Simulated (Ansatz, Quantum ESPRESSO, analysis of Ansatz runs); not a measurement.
**A hop of Li in Li2SnF6 (P-31m), charge −1**

Wanted: path and barrier of a jump of Li in Li2SnF6 (P-31m) at charge −1. The case: V_Li hop (4.6 Å), in a cell of 72 host atoms with 1 Li taken out.

Calculated with Ansatz 0.2.0; plane-wave PAW DFT, PBEsol; nudged elastic band between two relaxed defect structures at fixed charge in a uniform background.

## Step 1: The system as given

The cell holds 71 atoms: 15 Li, 8 Sn and 48 F. Cell: a = 9.926 Å, b = 9.926 Å, c = 9.129 Å, α = 90.0°, β = 90.0°, γ = 120.0°. It derives from Li2SnF6 (space group P-31m). Nearest the centre at fractional (0.667, 0.333, 0.000): F40 at 2.03 Å, F49 at 2.03 Å, F59 at 2.03 Å, F53 at 2.03 Å, F69 at 2.03 Å, F44 at 2.03 Å, Li38 at 2.28 Å, Sn39 at 2.87 Å. The cell carries charge −1.

The cell's shortest repeat is 9.1 Å.

## Step 2: Relaxation of the start point, charge −1

A barrier is counted from a minimum, so both ends are relaxed first. Small random displacements break the symmetry of the ideal sites, so that the defect can distort if it gains by it. The charge of −1 is set by the electron count, and a uniform background keeps the cell neutral.

The input, qm1.start/input.yaml:

```yaml
crystal:
  lattice:
    - [9.92600377, 6.0e-08, 0.0]
    - [-4.96300194, 8.5961714, 0.0]
    - [0.0, 0.0, 9.1294056]
  atoms:
    - { symbol: Li, position: [0.33333333, 0.16666667, 0.25] }
    - { symbol: Li, position: [0.16666667, 0.33333333, 0.25] }
    - { symbol: Sn, position: [0.0, 0.0, 0.0] }
    - { symbol: F, position: [0.16302591, 0.16302591, 0.12665251] }
    - { symbol: F, position: [0.33697409, 0.33697409, 0.37334749] }
    - { symbol: F, position: [0.33697409, 0.0, 0.12665251] }
    - { symbol: F, position: [0.16302591, 0.0, 0.37334749] }
    - { symbol: F, position: [0.0, 0.33697409, 0.12665251] }
    - { symbol: F, position: [0.0, 0.16302591, 0.37334749] }
    - { symbol: Li, position: [0.33333333, 0.16666667, 0.75] }
    - { symbol: Li, position: [0.16666667, 0.33333333, 0.75] }
    - { symbol: Sn, position: [0.0, 0.0, 0.5] }
    - { symbol: F, position: [0.16302591, 0.16302591, 0.62665251] }
    - { symbol: F, position: [0.33697409, 0.33697409, 0.87334749] }
    - { symbol: F, position: [0.33697409, 0.0, 0.62665251] }
    - { symbol: F, position: [0.16302591, 0.0, 0.87334749] }
    - { symbol: F, position: [0.0, 0.33697409, 0.62665251] }
    - { symbol: F, position: [0.0, 0.16302591, 0.87334749] }
    - { symbol: Li, position: [0.33333333, 0.66666667, 0.25] }
    - { symbol: Li, position: [0.16666667, 0.83333333, 0.25] }
    - { symbol: Sn, position: [0.0, 0.5, 0.0] }
    - { symbol: F, position: [0.16302591, 0.66302591, 0.12665251] }
    - { symbol: F, position: [0.33697409, 0.83697409, 0.37334749] }
    - { symbol: F, position: [0.33697409, 0.5, 0.12665251] }
    - { symbol: F, position: [0.16302591, 0.5, 0.37334749] }
    - { symbol: F, position: [0.0, 0.83697409, 0.12665251] }
    - { symbol: F, position: [0.0, 0.66302591, 0.37334749] }
    - { symbol: Li, position: [0.33333333, 0.66666667, 0.75] }
    - { symbol: Li, position: [0.16666667, 0.83333333, 0.75] }
    - { symbol: Sn, position: [0.0, 0.5, 0.5] }
    - { symbol: F, position: [0.16302591, 0.66302591, 0.62665251] }
    - { symbol: F, position: [0.33697409, 0.83697409, 0.87334749] }
    - { symbol: F, position: [0.33697409, 0.5, 0.62665251] }
    - { symbol: F, position: [0.16302591, 0.5, 0.87334749] }
    - { symbol: F, position: [0.0, 0.83697409, 0.62665251] }
    - { symbol: F, position: [0.0, 0.66302591, 0.87334749] }
    - { symbol: Li, position: [0.83333333, 0.16666667, 0.25] }
    - { symbol: Li, position: [0.66666667, 0.33333333, 0.25] }
    - { symbol: Sn, position: [0.5, 0.0, 0.0] }
    - { symbol: F, position: [0.66302591, 0.16302591, 0.12665251] }
    - { symbol: F, position: [0.83697409, 0.33697409, 0.37334749] }
    - { symbol: F, position: [0.83697409, 0.0, 0.12665251] }
    - { symbol: F, position: [0.66302591, 0.0, 0.37334749] }
    - { symbol: F, position: [0.5, 0.33697409, 0.12665251] }
    - { symbol: F, position: [0.5, 0.16302591, 0.37334749] }
    - { symbol: Li, position: [0.83333333, 0.16666667, 0.75] }
    - { symbol: Sn, position: [0.5, 0.0, 0.5] }
    - { symbol: F, position: [0.66302591, 0.16302591, 0.62665251] }
    - { symbol: F, position: [0.83697409, 0.33697409, 0.87334749] }
    - { symbol: F, position: [0.83697409, 0.0, 0.62665251] }
    - { symbol: F, position: [0.66302591, 0.0, 0.87334749] }
    - { symbol: F, position: [0.5, 0.33697409, 0.62665251] }
    - { symbol: F, position: [0.5, 0.16302591, 0.87334749] }
    - { symbol: Li, position: [0.83333333, 0.66666667, 0.25] }
    - { symbol: Li, position: [0.66666667, 0.83333333, 0.25] }
    - { symbol: Sn, position: [0.5, 0.5, 0.0] }
    - { symbol: F, position: [0.66302591, 0.66302591, 0.12665251] }
    - { symbol: F, position: [0.83697409, 0.83697409, 0.37334749] }
    - { symbol: F, position: [0.83697409, 0.5, 0.12665251] }
    - { symbol: F, position: [0.66302591, 0.5, 0.37334749] }
    - { symbol: F, position: [0.5, 0.83697409, 0.12665251] }
    - { symbol: F, position: [0.5, 0.66302591, 0.37334749] }
    - { symbol: Li, position: [0.83333333, 0.66666667, 0.75] }
    - { symbol: Li, position: [0.66666667, 0.83333333, 0.75] }
    - { symbol: Sn, position: [0.5, 0.5, 0.5] }
    - { symbol: F, position: [0.66302591, 0.66302591, 0.62665251] }
    - { symbol: F, position: [0.83697409, 0.83697409, 0.87334749] }
    - { symbol: F, position: [0.83697409, 0.5, 0.62665251] }
    - { symbol: F, position: [0.66302591, 0.5, 0.87334749] }
    - { symbol: F, position: [0.5, 0.83697409, 0.62665251] }
    - { symbol: F, position: [0.5, 0.66302591, 0.87334749] }
total_charge: -1
basis:
  ecutwfc: 420
  xc_grid: 2
hamiltonian:
  xc: pbesol
kpoints:
  mp_grid: { grid: [1, 1, 1], shift: [0.25, 0.25, 0.25] }
scf:
  occupations: { method: fixed }
  max_iter: 120
output:
  forces: true
relax:
  f_tol: 0.02
  max_steps: 70
  random_displacement: { amplitude: 0.03, seed: 8329 }
```

The run is started by

```bash
$ ansatz run input.yaml --threads 4 --pin off --max-ram 15073MiB --backend cpu --events-out ev --progress --plain --runs-dir out
```

The program printed:

```text
The last accepted step is kept in <dir> (removed where the run ends without a failure and the disk answers)
Engine: ansatz 0.2.0, aarch64-unknown-linux-gnu
Pseudopotentials: kind: paw
Pseudopotential: Li, paw, valence charge 3, recommended cutoff 420 eV (normal), Li.paw.azcp
Pseudopotential: Sn, paw, valence charge 14, recommended cutoff 420 eV (normal), Sn.paw.azcp
Pseudopotential: F, paw, valence charge 7, recommended cutoff 420 eV (normal), F.paw.azcp
Functional definition: PBEsol
  exchange = pbesol_x
  correlation = pbesol_c
Crystal: 71 atoms, lattice volume = 778.972 Å³
Basis set: ecut = 420 eV, 15259 PW (Γ), exchange–correlation on 144×144×128 points (8 copies of the dense FFT grid, shifted against one another)
Bands: 318, of which v1, the nominal top of the filled ones, is band 247 counted from 1 (246 counted from 0)
Symmetry: 1 space group operations
k-points: 1
Non-local potential: Li, projectors of the file, l = 0: 3, l = 1: 2, l = 2: 1
Non-local potential: Sn, projectors of the file, l = 0: 2, l = 1: 2, l = 2: 2, l = 3: 2
Non-local potential: F, projectors of the file, l = 0: 2, l = 1: 2, l = 2: 1
PAW form: soft (Blöchl's): semilocal exchange-correlation on the pseudo side does not see the compensation charge
PAW frozen core: Sn, regenerated for the run's functional, and the local potential with it (the file was generated under x = pbe(κ = 0.804, μ = 0.219515), c = pbe(β = 0.066725))
PAW frozen core: F, regenerated for the run's functional, and the local potential with it (the file was generated under x = pbe(κ = 0.804, μ = 0.219515), c = pbe(β = 0.066725))
PAW one-centre angular grid: Li, 110 points (default); XC on 64 Gauss nodes
PAW one-centre angular grid: Sn, 590 points (default); XC on 64 Gauss nodes
PAW one-centre angular grid: F, 110 points (default); XC on 64 Gauss nodes
Initial density: superposition of atomic densities (neutral atoms scaled as one to the charged cell's electrons: chi_scale 0, normalization atom), corrected by the library's trained network
Initial wavefunctions: pseudopotential atomic-orbital guess
Functional: x = pbesol(κ = 0.804, μ = 0.123457), c = pbesol(β = 0.046)
SCF iter   1: F=—  HF=-89119.039593 eV  |F-HF|=—  |Δ(HF+E_count)|=         —  Δρ=2.05e-2  dr2=1.99e0  ethr=1.77e-3  ⟨swp⟩=5.0  Hψ=1016  notcnv=0  defer=68
preconditioner: auto → Resta (q_TF=auto, 2.529 Å⁻¹)  ε∞=3.0  [insulator: Δε(μ)=4.661 eV  Ē_g=20.510 eV  n_scr=198 (ndim 8)  ℏωp=28.7 eV  f_vac=0.053  ε∞_Penn≈3.0]
SCF iter   2: F=—  HF=-89118.425935 eV  |F-HF|=—  |Δ(HF+E_count)|=   6.14e-1  Δρ=3.34e-3  dr2=4.27e-2  ethr=4.02e-4  ⟨swp⟩=2.0  Hψ=466  notcnv=0  defer=67
SCF iter   3: F=—  HF=-89118.418478 eV  |F-HF|=—  |Δ(HF+E_count)|=   7.46e-3  Δρ=1.32e-3  dr2=1.10e-2  ethr=8.65e-6  ⟨swp⟩=2.0  Hψ=454  notcnv=0  defer=69
SCF iter   4: F=—  HF=-89118.420097 eV  |F-HF|=—  |Δ(HF+E_count)|=   1.62e-3  Δρ=4.57e-4  dr2=1.44e-3  ethr=2.22e-6  ⟨swp⟩=2.0  Hψ=441  notcnv=0  defer=69
SCF iter   5: F=—  HF=-89118.419818 eV  |F-HF|=—  |Δ(HF+E_count)|=   2.79e-4  Δρ=2.29e-4  dr2=2.74e-4  ethr=2.92e-7  ⟨swp⟩=3.0  Hψ=486  notcnv=0  defer=68
SCF iter   6: F=—  HF=-89118.419813 eV  |F-HF|=—  |Δ(HF+E_count)|=   5.25e-6  Δρ=4.18e-5  dr2=1.30e-5  ethr=5.55e-8  ⟨swp⟩=2.0  Hψ=445  notcnv=0  defer=68
SCF iter   7: F=-89118.419834 eV  HF=-89118.419834 eV  |F-HF|=1.21e-7  |Δ(HF+E_count)|=   2.14e-5  Δρ=1.84e-5  dr2=1.85e-6  ethr=2.02e-9  ⟨swp⟩=4.0  Hψ=955  notcnv=0
SCF 1 converged in 7 iterations: F = -89118.419834 eV  dr2 = 1.85e-6
  greatest PAW one-centre occupation: 1.000 electrons in one spin orbital (limit 2), on the Li atom at site 53 (counted from 0), in its partial waves of l = 0
relax step   1: F+E_penalty+E_count = -89118.41983433 eV  Δ(F+E_penalty+E_count) = +0.000e0 eV  max|allowed force component| = 1.649e0 eV/Å  Δτ_max = 0.0000 Å  (7 SCF iters, dr2 threshold 1.00e-5 eV, accepted)
[... the SCF cycles and remarks between the steps are left out from here to the last step ...]
relax step   2: F+E_penalty+E_count = -89119.01971747 eV  Δ(F+E_penalty+E_count) = -5.999e-1 eV  max|allowed force component| = 4.452e-1 eV/Å  Δτ_max = 0.1054 Å  (5 SCF iters, dr2 threshold 1.00e-4 eV, accepted)
relax step   3: F+E_penalty+E_count = -89119.08582849 eV  Δ(F+E_penalty+E_count) = -6.611e-2 eV  max|allowed force component| = 4.511e-1 eV/Å  Δτ_max = 0.0901 Å  (6 SCF iters, dr2 threshold 1.24e-5 eV, accepted)
relax step   4: F+E_penalty+E_count = -89119.17316778 eV  Δ(F+E_penalty+E_count) = -8.734e-2 eV  max|allowed force component| = 9.207e-2 eV/Å  Δτ_max = 0.0873 Å  (6 SCF iters, dr2 threshold 1.48e-5 eV, accepted)
relax step   5: F+E_penalty+E_count = -89119.17930662 eV  Δ(F+E_penalty+E_count) = -6.139e-3 eV  max|allowed force component| = 5.850e-3 eV/Å  Δτ_max = 0.0192 Å  (6 SCF iters, dr2 threshold 5.30e-7 eV, accepted)
iter 1 solved again at ethr=9.81e-11 eV; its pass at ethr=3.10e-3 eV (dr2=4.85e-7 eV) is discarded
SCF iter   1: F=—  HF=-89119.179694 eV  |F-HF|=—  |Δ(HF+E_count)|=         —  Δρ=9.93e-6  dr2=4.85e-7  ethr=9.81e-11  ⟨swp⟩=1.0  Hψ=682  notcnv=0  defer=63
SCF iter   2: F=—  HF=-89119.179307 eV  |F-HF|=—  |Δ(HF+E_count)|=   3.87e-4  Δρ=3.47e-6  dr2=7.67e-8  ethr=2.02e-11  ⟨swp⟩=3.0  Hψ=1120  notcnv=0
SCF iter   3: F=-89119.179307 eV  HF=-89119.179307 eV  |F-HF|=2.06e-8  |Δ(HF+E_count)|=   2.26e-8  Δρ=1.82e-6  dr2=2.78e-8  ethr=1.55e-11  ⟨swp⟩=2.0  Hψ=792  notcnv=0
SCF 6 converged in 3 iterations: F = -89119.179307 eV  dr2 = 2.78e-8
relax step   6: F+E_penalty+E_count = -89119.17930687 eV  Δ(F+E_penalty+E_count) = -2.439e-7 eV  max|allowed force component| = 5.922e-3 eV/Å  Δτ_max = 0.0000 Å  (3 SCF iters, accepted)
SCF converged after 3 iterations
Free energy (F): -89119.179307 eV
Harris-Foulkes:  -89119.179307 eV  (|F-HF|=2.06e-8)
Internal energy: -89119.179307 eV  (E = F + TS)
E sigma→0 (E₀):  -89119.179307 eV
Fermi energy:    1.826470 eV
--- Per-component energies (eV) ---
  E_band       = -4172.666297
  E_kinetic    = 11757.741341
  E_local      = -37726.739894  (includes V_loc(G=0)·N_el)
  E_nonlocal   = 2836.098438
  E_hartree    = 15566.819837
  E_xc         = -6943.101050
  E_vxc        = -5826.513174  (∫ρ·V_xc dr)
  E_paw        = -42225.283770  (= ΣΔE_a)
  E_vpaw       = -6346.993320  (= ΣTr[D̂ρ^β])
  E_aug_tail   = 0.099892  (compensation charges beyond the density's cutoff)
  E_ewald      = -32389.130065
  E_core_change = 4.315965  (= ΣΔE_core)
  E_smearing   = -0.000000  (= −TS)
  E_closure    = 0.000000  (closes the sum)
  E_deformation_potential = -13.247887  (in the stress; not in F)
  Σ components = -89119.179307   (vs F -89119.179307, Δ=0.00e0)
--- Forces (eV/Å), atoms counted from 1 ---
  atom   1  Li     0.00090925     0.00059861    -0.00011497
  atom   2  Li     0.00081823     0.00148116     0.00020495
  [... 18 atoms left out ...]
  atom  21  Sn    -0.00454649    -0.00325823    -0.00046731
  [... 16 atoms left out ...]
  atom  38  Li     0.00024938     0.00030393     0.00074366
  atom  39  Sn    -0.00165394     0.00545031    -0.00093565
  atom  40  F      0.00032556     0.00074008     0.00132549
  [... 3 atoms left out ...]
  atom  44  F      0.00102629     0.00042156     0.00082420
  [... 4 atoms left out ...]
  atom  49  F     -0.00111503     0.00040455    -0.00441181
  [... 3 atoms left out ...]
  atom  53  F      0.00032011     0.00061031    -0.00409673
  [... 2 atoms left out ...]
  atom  56  Sn     0.00266674    -0.00343987    -0.00176818
  [... 2 atoms left out ...]
  atom  59  F     -0.00033129    -0.00032138     0.00120061
  [... 9 atoms left out ...]
  atom  69  F      0.00049363    -0.00110179    -0.00301719
  [... 2 atoms left out ...]
  max |Σ_I F_I| component: 4.56e-5 eV/Å
--- Relaxed structure (6 steps of the walk, 6 accepted, 0 SCFs on fresh bases) ---
  F+E_penalty+E_count = -89119.17930687 eV   max|allowed force component| = 5.922e-3 eV/Å
  atoms:
    - { symbol: Li, position: [0.333450, 0.167027, 0.249998] }
    - { symbol: Li, position: [0.166750, 0.333618, 0.249945] }
    [... 18 atoms left out ...]
    - { symbol: Sn, position: [0.000608, 0.499710, 0.000322] }
    [... 16 atoms left out ...]
    - { symbol: Li, position: [0.666773, 0.333643, 0.249907] }
    - { symbol: Sn, position: [0.499004, -0.000125, 0.000321] }
    - { symbol: F, position: [0.662562, 0.161341, 0.129013] }
    [... 3 atoms left out ...]
    - { symbol: F, position: [0.498678, 0.337919, 0.129026] }
    [... 4 atoms left out ...]
    - { symbol: F, position: [0.842199, 0.334838, 0.880621] }
    [... 3 atoms left out ...]
    - { symbol: F, position: [0.492616, 0.158248, 0.880493] }
    [... 2 atoms left out ...]
    - { symbol: Sn, position: [0.500780, 0.501467, 0.000305] }
    [... 2 atoms left out ...]
    - { symbol: F, position: [0.839137, 0.501794, 0.129023] }
    [... 9 atoms left out ...]
    - { symbol: F, position: [0.665530, 0.507891, 0.880443] }
    [... 2 atoms left out ...]
```

It took 60 s on 4 threads of Arm Neoverse V1, shared host; peak memory 1.5 GiB.

Reading the cycles: dr2 is the Hartree energy of the density residual (eV), the measure of convergence; HF is the Harris–Foulkes estimate of the energy, which meets the free energy F at convergence.

The steps of the relaxation:

| step | energy less that of the first step (eV) | largest force component (eV/Å) |
| --- | --- | --- |
| 1 | 0.0000 | 1.6495 |
| 2 | -0.5999 | 0.4452 |
| 3 | -0.6660 | 0.4511 |
| 4 | -0.7533 | 0.0921 |
| 5 | -0.7595 | 0.0059 |
| 6 | -0.7595 | 0.0059 |

The atoms that moved most (Å, from the sites as typed, ahead of the random displacement, the mean shift of all atoms taken out):

| atom | dx | dy | dz | length |
| --- | --- | --- | --- | --- |
| Li46 | -0.154 | 0.089 | 0.001 | 0.178 |
| Li10 | 0.154 | 0.089 | 0.000 | 0.178 |
| Li63 | 0.000 | -0.178 | 0.000 | 0.178 |
| F49 | 0.063 | -0.021 | 0.067 | 0.094 |
| F48 | 0.050 | -0.044 | -0.066 | 0.093 |
| F52 | -0.063 | -0.020 | -0.066 | 0.093 |
| F53 | -0.049 | -0.044 | 0.065 | 0.093 |
| F69 | -0.014 | 0.065 | 0.065 | 0.093 |

Neighbours of Li38 at the end:

| atom | distance (Å) |
| --- | --- |
| F40 | 2.018 |
| F44 | 2.019 |
| F59 | 2.019 |
| F45 | 2.019 |
| F60 | 2.019 |
| F41 | 2.019 |
| Li54 | 2.865 |
| Li37 | 2.865 |
| Li1 | 2.865 |

Numbers from this step:

```
free energy                                                                                       : -89119.1793 eV
r.m.s. move of the farther half of the atoms                                                      : 0.01637 Å
largest move from the ideal geometry of this structure, a common shift of the far atoms taken out : 0.1783 Å
```

The relaxation gained 0.759 eV and ended with a largest force component of 0.0059 eV/Å.

(Part 1 of 4 ends here.)

[Long decimals in the printed logs are rounded to 6 places.]

[Repeated set-up lines and some long k-point lines are left out of the logs, and relaxed atomic positions are cut to six decimals.]

[Logs are printed without paths, hosts, clocks, repeated set-up lines and the standing remarks that a program may print on its own settings, such as how far it seeks lower states.]

[Hosts, paths, dates, database ids (printed as entryN), source tags and the programs' standing remarks are cut or masked in the printed files.]
